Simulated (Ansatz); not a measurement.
## Σ5 (310) boundary in bcc Mo, starting shift (0.5, 0.5): structure and resistance

How much does the Σ5 (310) boundary in bcc Mo, starting shift (0.5, 0.5) reflect electrons?

Program: Ansatz 0.2.0. Level of theory: Ansatz plane-wave DFT, PBE, PAW files; relaxation of a bicrystal slab with its lowest layers held; PAW set soft_1, in the first sound run; inputs show where later runs differ. Results are calculated unless marked as measured.

This is a report of a sequence of runs, with most program output left out.

## Step 1: The starting structure

The cell holds 19 atoms: 19 Mo. Its edges and angles: a = 5.219 Å, b = 3.147 Å, c = 29.908 Å, α = 90.0°, β = 90.0°, γ = 72.5°. It derives from Mo. built on the (3 1 0) plane; 2 overlapping atoms removed and the grains opened by 0 Å. Vacuum lies along c.

## Step 2: Relaxing the bicrystal

The boundary is built by mirroring the lower grain in the boundary plane and removing any atoms that overlap. A thin bicrystal slab is relaxed first, with the lowest layers held and the upper grain free to shift and open.

input.yaml reads:

```yaml
crystal:
  lattice:
    - [5.2187091076, 0.0, 0.0]
    - [0.9488562014, 3.0005467684, 0.0]
    - [0.0, 0.0, 29.9082068143]
  atoms:
    - { symbol: Mo, position: [0.7999999999, 0.6000000001, 0.167178194] }
    - { symbol: Mo, position: [0.1999999999, 0.9, 0.2004522978] }
    - { symbol: Mo, position: [0.5999999999, 0.2, 0.2337264017] }
    - { symbol: Mo, position: [1.0, 0.5, 0.2670005055] }
    - { symbol: Mo, position: [0.4, 0.8, 0.3002746094] }
    - { symbol: Mo, position: [0.8, 0.1, 0.3335487132] }
    - { symbol: Mo, position: [0.2, 0.4, 0.3668228171] }
    - { symbol: Mo, position: [0.6, 0.7, 0.400096921] }
    - { symbol: Mo, position: [0.0, 0.0, 0.4333710248] }
    - { symbol: Mo, position: [0.7, 0.9, 0.4999192325] }
    - { symbol: Mo, position: [0.3, 0.6, 0.5331933364] }
    - { symbol: Mo, position: [0.9, 0.3, 0.5664674402] }
    - { symbol: Mo, position: [0.5, 0.0, 0.5997415441] }
    - { symbol: Mo, position: [0.0999999999, 0.7, 0.633015648] }
    - { symbol: Mo, position: [0.6999999999, 0.4, 0.6662897518] }
    - { symbol: Mo, position: [0.2999999999, 0.1000000001, 0.6995638557] }
    - { symbol: Mo, position: [0.8999999999, 0.8000000001, 0.7328379595] }
    - { symbol: Mo, position: [0.4999999999, 0.5000000001, 0.7661120634] }
    - { symbol: Mo, position: [0.0999999999, 0.2000000001, 0.7993861672] }
kpoints:
  mp_grid: { grid: [8, 8, 1] }
hamiltonian:
  xc: pbe
  pseudopotentials: { kind: paw, azcp: { folder: soft_1 } }
scf:
  occupations: { method: fermi_dirac, width: 0.1 }
relax:
  f_tol: 0.03
  max_steps: 80
  constraints: [{ sites: [0, 1, 2, 3] }]
```

Launch:

```sh
> ansatz run input.yaml --threads 4 --pin off --max-ram 15360MiB --backend cpu --events-out ev --progress --plain --runs-dir out
```

Run time: 12 min. Hardware: 4 threads of Arm Neoverse V2, shared host; peak memory 2.7 GiB.

The steps of the relaxation:

```csv
step,energy less that of the first step (eV),largest force component (eV/Å)
1,0.0000,1.8177
2,-0.5551,0.7927
3,-1.0606,0.6774
4,-1.4729,0.4987
5,-1.7134,0.1793
6,-1.7841,0.0872
7,-1.7916,0.0543
8,-1.7931,0.1041
9,-1.7961,0.0359
10,-1.7968,0.0272
```

The atoms that moved most (Å):

```csv
atom,dx,dy,dz,length
Mo19,-0.393,-0.013,-0.824,0.913
Mo11,-0.505,0.019,-0.675,0.844
Mo12,-0.477,0.022,-0.663,0.817
Mo14,-0.480,0.014,-0.656,0.813
Mo13,-0.493,0.023,-0.644,0.811
Mo18,-0.519,0.029,-0.614,0.804
Mo16,-0.466,0.024,-0.649,0.799
Mo15,-0.463,0.012,-0.638,0.789
```

Final coordinates:

```cif
data_structure
_symmetry_space_group_name_H-M 'P 1'
_symmetry_Int_Tables_number 1
_cell_length_a 5.2187
_cell_length_b 3.1470
_cell_length_c 29.9082
_cell_angle_alpha 90.000
_cell_angle_beta 90.000
_cell_angle_gamma 72.452
_cell_volume 468.33
loop_
_atom_site_label
_atom_site_type_symbol
_atom_site_fract_x
_atom_site_fract_y
_atom_site_fract_z
_atom_site_occupancy
Mo1 Mo 0.80000 0.60000 0.16718 1
Mo2 Mo 0.20000 0.90000 0.20045 1
Mo3 Mo 0.60000 0.20000 0.23373 1
Mo4 Mo 0.00000 0.50000 0.26700 1
Mo5 Mo 0.40140 0.79868 0.30026 1
Mo6 Mo 0.80204 0.09751 0.33439 1
Mo7 Mo 0.19675 0.40534 0.36713 1
Mo8 Mo 0.59940 0.67039 0.39908 1
Mo9 Mo 0.01640 0.10026 0.43936 1
Mo10 Mo 0.60384 0.93489 0.47970 1
Mo11 Mo 0.20204 0.60620 0.51062 1
Mo12 Mo 0.80715 0.30741 0.54430 1
Mo13 Mo 0.40421 0.00759 0.57822 1
Mo14 Mo 0.00713 0.70483 0.61108 1
Mo15 Mo 0.61051 0.40407 0.64496 1
Mo16 Mo 0.20931 0.10786 0.67788 1
Mo17 Mo 0.80622 0.80634 0.71269 1
Mo18 Mo 0.39881 0.50962 0.74559 1
Mo19 Mo 0.02549 0.19556 0.77184 1
```

This step gave:

```yaml
free_energy: -94157.2856 eV
energy_at_zero_smearing: -94157.0176 eV
fermi_energy: 11.97 eV
```

The largest force component on a free atom ends at 0.027 eV/Å, under the tolerance of 0.03, after 10 steps.

## Step 3: Transmission across the boundary

Bulk layers of each grain are laid under and over the relaxed boundary, and a lead is named in the middle of each, away from the free faces. The mesh across the current, 20×20, is finer than the density's, because channels open and close sharply across the zone. Energies from -0.1 to 0.1 eV in steps of 0.05 eV are too few for the program's thermal sum, so it prints no conductance; for a metal the transmission near the Fermi level serves, at a fraction of the cost.

This step: Ansatz plane-wave DFT, PBE, PAW files; ballistic transport by layer matching (Landauer), zero bias; boundary relaxed in a short slab, bulk layers laid on; PAW set soft_1 (Ansatz 0.2.0).

System of this step: Σ5 (310) boundary in bcc Mo, starting shift (0.5, 0.5). The cell holds 43 atoms: 43 Mo. Its edges and angles: a = 5.219 Å, b = 3.147 Å, c = 50.136 Å, α = 90.0°, β = 90.0°, γ = 72.5°. It derives from Mo. Regions: lower grain, 18 atoms (18 Mo); boundary, 11 atoms (11 Mo); upper grain, 14 atoms (14 Mo). Vacuum lies along c.

input.yaml reads:

```yaml
crystal:
  lattice:
    - [5.2187091076, 0.0, 0.0]
    - [0.9488562014, 3.0005467684, 0.0]
    - [0.0, 0.0, 50.1362717099]
  atoms:
    - { symbol: Mo, position: [-9.2000000002, -6.8999999999, 0.0797825579] }
    - { symbol: Mo, position: [-8.8000000002, -6.5999999999, 0.0996318356] }
    - { symbol: Mo, position: [-8.4000000001, -6.2999999999, 0.1194811133] }
    - { symbol: Mo, position: [-8.0000000001, -5.9999999999, 0.139330391] }
    - { symbol: Mo, position: [-7.6000000001, -5.6999999999, 0.1591796687] }
    - { symbol: Mo, position: [-7.2000000001, -5.3999999999, 0.1790289464] }
    - { symbol: Mo, position: [-6.8000000001, -5.0999999999, 0.1988782241] }
    - { symbol: Mo, position: [-6.4000000001, -4.7999999999, 0.2187275017] }
[... 31 atom lines left out ...]
    - { symbol: Mo, position: [-6.3928749361, -4.5951748947, 0.860669609] }
    - { symbol: Mo, position: [-6.7928749361, -4.8951748947, 0.8805188867] }
    - { symbol: Mo, position: [-7.1928749361, -5.1951748947, 0.9003681644] }
    - { symbol: Mo, position: [-7.5928749361, -5.4951748947, 0.9202174421] }
kpoints:
  mp_grid: { grid: [8, 8, 1] }
hamiltonian:
  xc: pbe
  pseudopotentials: { kind: paw, azcp: { folder: soft_1 } }
scf:
  occupations: { method: fermi_dirac, width: 0.1 }
output:
  transmission:
    leads: [[10, 11], [34, 35]]
    kmesh: [20, 20]
    e_range: [-0.1, 0.1]
    de: 0.05
  write_potential: true
  write_density: true
  volumetric_format: npy
  elf: true
```

Run time: 22 min. Hardware: 4 threads; peak memory 12 GiB.

Numbers from this step:

| Item | Value |
| --- | --- |
| free energy | -213102.5259 eV |
| energy at zero smearing | -213101.9772 eV |
| Fermi energy | 17.50 eV |
| cell area | 15.66 Å² |
| transmission per spin nearest the Fermi level | 1.374 |
| open channels per spin nearest the Fermi level | 2.485 |
| open channels per spin, upper lead | 2.485 |
| step of the lead's potential | 8.7 meV |
| step of the upper lead's potential | 10.6 meV |

Per spin. Transmission, zone mean against energy, zero at the Fermi level:

```csv
energy (eV),"transmission, zone mean"
-0.1000,1.35
-0.0500,1.35
0.0000,1.37
0.0500,1.39
0.1000,1.43
```

Per spin. Table of open channels, zone mean by energy, zero at the Fermi level:

```csv
energy (eV),lead,upper lead
-0.1000,2.52,2.52
-0.0500,2.50,2.50
0.0000,2.48,2.48
0.0500,2.58,2.57
0.1000,2.67,2.69
```

Transmission over k1 and k2. At 0.0000 eV from the Fermi level.

Ten even steps from '0' (0.00) to '9' (3.62):
```
14444444413344445432
22212222213322232331
01222210001234432200
11020110002455542000
11001110022222222001
10002111222222223211
33332233233333423322
67677557766466876577
77887577777777775788
99876677777777766789
78875777777777757887
67756786646677557767
32233243333323322333
11123222222221112000
11002222222200111001
10002455542000110201
00022344321000122221
21332322233122222122
12345444433144444444
13455555431345555543
```
Columns: k1 (b1) from -0.5 to 0.45; rows upwards: k2 (b2) from -0.5 to 0.45.

Open channels over k1 and k2. At 0.0000 eV from the Fermi level.

Values, 12 rows by 16 columns, each cell a mean:
```
2.12 2.60 2.36 2.68 2.76 2.60 2.60 2.12 3.00 2.84 2.60 2.28 2.60 2.76 3.00 2.68
0.72 1.20 1.08 1.00 1.04 0.88 0.40 0.40 1.44 1.76 2.00 1.84 1.84 1.20 0.84 0.44
1.00 1.00 1.00 1.00 1.00 0.84 0.24 0.48 1.08 1.40 1.40 1.40 1.32 0.60 0.36 0.60
1.40 1.40 1.40 1.40 1.40 1.64 2.00 1.84 1.40 1.40 1.40 1.72 1.52 2.00 1.64 1.40
4.00 4.00 4.24 4.40 3.64 4.04 4.40 4.08 3.80 3.80 3.80 4.44 4.24 3.68 4.16 4.56
6.12 6.36 5.40 5.00 4.68 5.00 5.36 5.12 5.48 5.24 5.24 5.00 4.92 4.76 5.36 6.40
5.28 5.36 4.76 4.12 5.00 4.84 4.60 4.60 4.60 4.76 5.00 4.68 4.20 5.00 5.12 5.20
2.24 2.40 2.40 2.40 2.52 2.68 2.20 2.20 2.32 2.72 2.60 2.28 2.24 2.40 2.28 2.20
1.00 1.00 0.88 1.28 1.00 1.00 1.00 1.00 1.00 0.92 1.16 1.08 1.00 1.00 1.00 1.00
0.48 0.00 0.24 0.88 2.00 2.00 2.00 1.68 0.80 0.00 0.00 0.80 1.00 1.00 1.00 1.00
1.64 2.04 2.52 2.12 2.08 1.84 2.20 2.52 2.40 1.68 1.80 1.96 1.60 1.52 1.76 2.00
2.20 3.00 3.00 3.48 3.12 3.36 3.00 3.00 2.44 2.76 3.00 3.48 3.52 3.60 3.00 3.00
```
Columns: k1 (b1) from -0.5 to 0.45; rows upwards: k2 (b2) from -0.5 to 0.45.

ELF in the cb plane at fractional x = 0.197, with atoms of Mo within 0.2 Å of it. It is the smooth field of the valence electrons, not physical close to the nuclei.

Values, 5 rows by 16 columns, each cell a mean:
```
0.43 0.32 0.30 0.29 0.32 0.38 0.31 0.29 0.29 0.35 0.41 0.33 0.19 0.11 0.04 0.00
0.30 0.30 0.23 0.37 0.47 0.61 0.32 0.30 0.23 0.33 0.32 0.33 0.22 0.06 0.02 0.00
0.25 0.30 0.26 0.35 0.43 0.60 0.33 0.30 0.24 0.29 0.27 0.33 0.20 0.07 0.03 0.00
0.61 0.32 0.31 0.25 0.29 0.26 0.30 0.26 0.34 0.45 0.56 0.31 0.22 0.14 0.05 0.00
0.62 0.33 0.31 0.23 0.34 0.33 0.28 0.24 0.37 0.50 0.59 0.30 0.29 0.19 0.07 0.01
```
Columns run along c (16.0 Å, from fractional 0.68 to 1.00 of the cell), rows up along b (3.1 Å). Atoms in or near the plane, at fractional coordinates: Mo at (0.68, 0.10), Mo at (0.78, 0.60), Mo at (0.88, 0.10).

Valence density in the cb plane at fractional x = 0.197, with atoms of Mo within 0.2 Å of it. It is the smooth field of the valence electrons, not physical close to the nuclei.

Ten even steps from '0' (0.0 e/Å³) to '9' (6.9 e/Å³), each cell a mean:
```
43100000000001100000000000243200000000000000
00000000000014541000000000000000000000000000
00000000000038972000001000000000000000000000
00000000000027972000001000000000000000000000
11000000000013431000000000011000000000000000
55200000000000000000000000255200000000000000
99510000110000000000000001599510000000000000
98410000000000000000000001599510000000000000
```
Columns run along c (16.0 Å, from fractional 0.68 to 1.00 of the cell), rows up along b (3.1 Å). Atoms in or near the plane, at fractional coordinates: Mo at (0.68, 0.10), Mo at (0.78, 0.60), Mo at (0.88, 0.10).

Electrostatic potential energy in the cb plane at fractional x = 0.197, with atoms of Mo within 0.2 Å of it. With pseudopotentials it is smooth inside the atoms' cores, unlike the true potential.

Ten even steps from '0' (-53 eV) to '9' (21 eV), each cell a mean:
```
33589998889987678998889998533589999999999999
78899888999862136899988899877899989999999999
99999888999840004899877789999999888999999999
99999888999840004899887789999999888999999999
67899988999874247999988899867899999999999999
12589998888998789998889997412489999999999999
00269998778999999988889996100269999999999999
00279998778999999988889996200279999999999999
```
Columns run along c (16.0 Å, from fractional 0.68 to 1.00 of the cell; values clipped at the 3rd and 97th percentile), rows up along b (3.1 Å). Atoms in or near the plane, at fractional coordinates: Mo at (0.68, 0.10), Mo at (0.78, 0.60), Mo at (0.88, 0.10).

Over the solved energies the transmission per spin lies between 1.35 and 1.43, out of 2.55 channels of the lead on average (up to 2.67).

## Step 4: Specific resistance

This step: Ansatz plane-wave DFT, PBE, PAW files; ballistic transport by layer matching (Landauer), zero bias; specific resistance of the boundary; PAW set soft_1 (Ansatz 0.2.0).

This step gave:

```
area resistance                      : 0.6719 fΩ m²
T over the leads' mean channel count : 0.5409
```

Averaged over the energies near the Fermi level, 54.1 % of the channels pass, which makes 0.672 fΩ m².

By hand, with T and the leads' channels N averaged over the energies near the Fermi level: RA = A (h/2e²)(1/T − ½[1/N₁ + 1/N₂]) = 15.66×10⁻²⁰ m² × 12 906 Ω × (1/1.381 − ½[1/2.553 + 1/2.554]) = 0.672 fΩ m².

## Step 5: Single-crystal slab for reference

The free faces cost energy too. A single-crystal slab with the same faces and held layers is relaxed, so that they cancel.

This step: Ansatz plane-wave DFT, PBE, PAW files; relaxation of a single-crystal slab with its lowest layers held; PAW set soft_1 (Ansatz 0.2.0).

System of this step: Mo slab, plane (3, 1, 0). The cell holds 20 atoms: 20 Mo. Cell: a = 5.219 Å, b = 3.147 Å, c = 29.908 Å, α = 90.0°, β = 90.0°, γ = 72.5°. It derives from Mo. Vacuum lies along c.

input.yaml reads:

```yaml
crystal:
  lattice:
    - [5.2187091076, 0.0, 0.0]
    - [0.9488562014, 3.0005467684, 0.0]
    - [0.0, 0.0, 29.9082068143]
  atoms:
    - { symbol: Mo, position: [0.3999999998, 0.3000000001, 0.167178194] }
    - { symbol: Mo, position: [0.7999999998, 0.6000000001, 0.2004522978] }
    - { symbol: Mo, position: [0.1999999998, 0.9000000001, 0.2337264017] }
    - { symbol: Mo, position: [0.5999999999, 0.2000000001, 0.2670005055] }
    - { symbol: Mo, position: [0.9999999999, 0.5000000001, 0.3002746094] }
    - { symbol: Mo, position: [0.3999999999, 0.8000000001, 0.3335487132] }
    - { symbol: Mo, position: [0.7999999999, 0.1000000001, 0.3668228171] }
    - { symbol: Mo, position: [0.1999999999, 0.4000000001, 0.400096921] }
    - { symbol: Mo, position: [0.5999999999, 0.7000000001, 0.4333710248] }
    - { symbol: Mo, position: [0.9999999999, 1.0e-10, 0.4666451287] }
    - { symbol: Mo, position: [0.3999999999, 0.3000000001, 0.4999192325] }
    - { symbol: Mo, position: [0.7999999999, 0.6000000001, 0.5331933364] }
    - { symbol: Mo, position: [0.1999999999, 0.9, 0.5664674402] }
    - { symbol: Mo, position: [0.5999999999, 0.2, 0.5997415441] }
    - { symbol: Mo, position: [1.0, 0.5, 0.633015648] }
    - { symbol: Mo, position: [0.4, 0.8, 0.6662897518] }
    - { symbol: Mo, position: [0.8, 0.1, 0.6995638557] }
    - { symbol: Mo, position: [0.2, 0.4, 0.7328379595] }
    - { symbol: Mo, position: [0.6, 0.7, 0.7661120634] }
    - { symbol: Mo, position: [0.0, 0.0, 0.7993861672] }
kpoints:
  mp_grid: { grid: [8, 8, 1] }
hamiltonian:
  xc: pbe
  pseudopotentials: { kind: paw, azcp: { folder: soft_1 } }
scf:
  occupations: { method: fermi_dirac, width: 0.1 }
relax:
  f_tol: 0.03
  max_steps: 80
  constraints: [{ sites: [0, 1, 2, 3] }]
```

The job ended after 4.2 min (4 threads; peak memory 2.3 GiB; 16 min of CPU time).

Step by step:

```csv
step,energy less that of the first step (eV),largest force component (eV/Å)
1,0.0000,1.7904
2,-0.2125,0.7059
3,-0.2493,0.1815
4,-0.2553,0.1453
5,-0.2585,0.0510
6,-0.2598,0.0194
```

The atoms that moved most (Å):

```csv
atom,dx,dy,dz,length
Mo18,-0.012,0.004,0.134,0.135
Mo20,-0.091,0.029,-0.086,0.129
Mo19,0.030,-0.009,0.122,0.126
Mo16,-0.032,0.010,0.102,0.108
Mo17,-0.026,0.008,0.088,0.092
Mo14,-0.014,0.004,0.084,0.085
Mo15,-0.019,0.006,0.080,0.082
Mo13,-0.014,0.004,0.072,0.073
```

Final coordinates:

```xyz
20
Lattice="5.2187 0.0000 0.0000 0.9489 3.0005 0.0000 0.0000 0.0000 29.9082" Properties=species:S:1:pos:R:3
Mo    2.3721    0.9002    5.0000
Mo    4.7443    1.8003    5.9952
Mo    1.8977    2.7005    6.9903
Mo    3.3210    0.6001    7.9855
Mo    5.7055    1.4964    8.9891
Mo    2.8504    2.3992   10.0013
Mo    4.2637    0.3020   10.9876
Mo    1.4171    1.2022   11.9994
Mo    3.7867    2.1031   13.0032
Mo    5.2071    0.0037   13.9997
Mo    2.3622    0.9033   15.0133
Mo    4.7333    1.8038   16.0084
Mo    1.8839    2.7049   17.0136
Mo    3.3074    0.6044   18.0207
Mo    5.6737    1.5064   19.0121
Mo    2.8149    2.4104   20.0300
Mo    4.2435    0.3084   21.0109
Mo    1.4113    1.2040   22.0524
Mo    3.8251    2.0910   23.0354
Mo   -0.0914    0.0289   23.8221
```

This step gave:

- free energy: -99114.9526 eV
- energy at zero smearing: -99114.6851 eV
- Fermi energy: 12.83 eV

The largest force component on a free atom ends at 0.019 eV/Å, under the tolerance of 0.03, after 6 steps.

## Step 6: Bulk reference

The perfect crystal gives the energy per atom, for the atoms by which bicrystal and slab differ.

This step: Ansatz plane-wave DFT, PBE, PAW files; bulk reference; PAW set soft_1 (Ansatz 0.2.0).

System of this step: Mo. Symmetry: Im-3m, No. 229, cubic system. Conventional cell: a = 3.147 Å, b = 3.147 Å, c = 3.147 Å, α = 90.00°, β = 90.00°, γ = 90.00°. Nearest to Mo lie 8 Mo at 2.73 Å.

input.yaml, the sections that differ from step 5:

```yaml
crystal:
  lattice:
    - [-1.5735, 1.5735, 1.5735]
    - [1.5735, -1.5735, 1.5735]
    - [1.5735, 1.5735, -1.5735]
  atoms:
    - { symbol: Mo, position: [0.0, 0.0, 0.0] }
kpoints:
  mp_grid: { grid: [19, 19, 19] }
# hamiltonian, scf: as in step 5
# relax: removed
```

It took 0.45 s on 4 threads; peak memory 0.28 GiB.

Numbers from this step:

```
free energy             : -4956.0648 eV
energy at zero smearing : -4956.0543 eV
Fermi energy            : 21.16 eV
```

## Step 7: Boundary energy

This step: Ansatz plane-wave DFT, PBE, PAW files; bicrystal less single-crystal slab less bulk atoms, a boundary area; PAW set soft_1 (Ansatz 0.2.0).

Numbers from this step:

```
excess energy of the cell : 1.613 eV
boundary energy           : 1.651 J/m²
```

The boundary costs 1.7 J/m².

By hand: 1.61 eV / 15.66 Å² × 16.02 = 1.65 J/m².

## Step 8: What came out

```
specific resistance of the boundary : 0.672 fΩ m²
share of channels that pass         : 0.541
boundary energy                     : 1.65 J/m²
```

In words: The boundary has a specific resistance of 0.67 fΩ m² and an energy of 1.7 J/m². The boundary reflects 46 % of the channels; 0.67 fΩ m² is 6.7×10⁻¹² Ω·cm². That equals the resistance of 12 nm of bulk Mo at 300 K (measured 5.52 µΩ cm, CRC Handbook of Chemistry and Physics, 84th ed., 2003, Electrical Resistivity of Pure Metals). In the relaxation the upper grain slid sideways by about 0.5 Å, so the result belongs to the position that it found, not to the starting one. One starting structure was relaxed; another shift or atom count at the boundary may lie lower.

[Logs are printed without paths, hosts, clocks, repeated set-up lines and the standing remarks that a program may print on its own settings, such as how far it seeks lower states.]

[Hosts, paths, dates, database ids (printed as entryN), source tags and the programs' standing remarks are cut or masked in the printed files.]
